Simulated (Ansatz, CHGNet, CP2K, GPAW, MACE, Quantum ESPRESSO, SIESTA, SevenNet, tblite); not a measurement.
## Finding the fault: tblite, liquid methanol at 300 K (108 atoms)

Program: tblite 0.8.0, a calculation on a cell of 18 C, 18 O and 72 H, 11.2 Å³ an atom.

The input, run.py:

```python
import numpy as np
from ase.io import read
from tblite.ase import TBLite

atoms = read("structure.xyz")
atoms.calc = TBLite(method="GFN3-xTB", electronic_temperature=580, accuracy=1.0, max_iterations=250, mixer_damping=0.4, verbosity=1)
energy = atoms.get_potential_energy()
forces = atoms.get_forces()
print(f"energy {energy:.6f} eV")
print("forces (eV/A)")
for i, (a, f) in enumerate(zip(atoms, forces)):
    print(f"{i:4d} {a.symbol:2s} {f[0]:10.5f} {f[1]:10.5f} {f[2]:10.5f}")
print("charges (e)")
print(np.array2string(atoms.get_charges(), precision=4, suppress_small=True, max_line_width=110, threshold=100000))
```

The input, structure.xyz:

```xyz
108
Lattice="10.66280 0.00000 0.00000 0.00000 10.66280 0.00000 0.00000 0.00000 10.66280" Properties=species:S:1:pos:R:3 pbc="T T T"
C 3.95718 1.56860 6.14209
O 3.92338 0.26550 6.66222
H 4.98134 1.86450 6.06020
H 3.34577 1.52190 5.23373
H 3.41657 2.16284 6.88806
H 4.08780 10.27905 5.94057
C 2.06059 7.67338 6.45697
O 1.86407 8.17304 5.11079
H 2.85347 6.98691 6.49599
H 2.42237 8.56916 6.94031
[... 94 atom lines left out ...]
H 0.16623 10.13808 2.82863
H 1.83070 9.35650 2.44509
H 0.38194 9.31481 1.47562
H 0.60362 8.00499 3.96166
```

The run is started by

```sh
$ OMP_NUM_THREADS=1 python run.py > output.txt
```

Log:

```text
tblite.exceptions.TBLiteValueError: Method 'GFN3-xTB' is not available for this calculator
```

It took 0.49 s on 1 thread of Arm Neoverse V2, shared host; peak memory 0.11 GiB.

Banners, paths, timers and routine set-up lines are dropped from the logs unmarked, and long logs keep their key lines alone; longer cuts are marked.

**Question.** Which part of the input is at fault, and how is it mended?

An unknown method: method GFN3-xTB. Mend: name a method that the program has, such as GFN1-xTB or GFN2-xTB.

The program stopped at the start.

[Also dropped from logs without a mark: logging warnings of Python, and SIESTA's first energy breakdown and zero terms.]

[Logs are printed without paths, hosts, clocks, repeated set-up lines and the standing remarks that a program may print on its own settings, such as how far it seeks lower states.]

[Hosts, paths, dates, database ids (printed as entryN), source tags and the programs' standing remarks are cut or masked in the printed files.]
